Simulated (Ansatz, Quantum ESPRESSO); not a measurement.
# Are band offsets transitive? CuI, InP and MgSe

Method. Quantum ESPRESSO 7.5, LDA with GBRV files. Each pair is a 5 + 5 layer (110) superlattice with atoms on ideal cubic sites at the pair's mean lattice constant; bulk valence tops are placed on the mean potential of each half. An offset X/Y is the valence top of Y less that of X.

| interface | a (Å) | valence offset (eV) |
| --- | --- | --- |
| CuI/InP | 5.9 | +0.358 |
| InP/MgSe | 5.855 | −1.724 |

One more run was made and is withheld. What is the offset CuI/MgSe, computed at a = 5.914 Å?

**Fit.** If offsets were properties of the bulk crystals alone, they would add: +0.358 + (−1.724) = −1.366 eV.

What the calculation gave: −1.079 eV; the sum misses by −0.287 eV. The rule fails by more than 0.15 eV here. The three lattice constants differ by up to 1.0 %, so strain shifts of the valence tops enter the miss along with interface dipoles.

Caveats: No interface relaxation, no spin-orbit coupling, thickness untested.
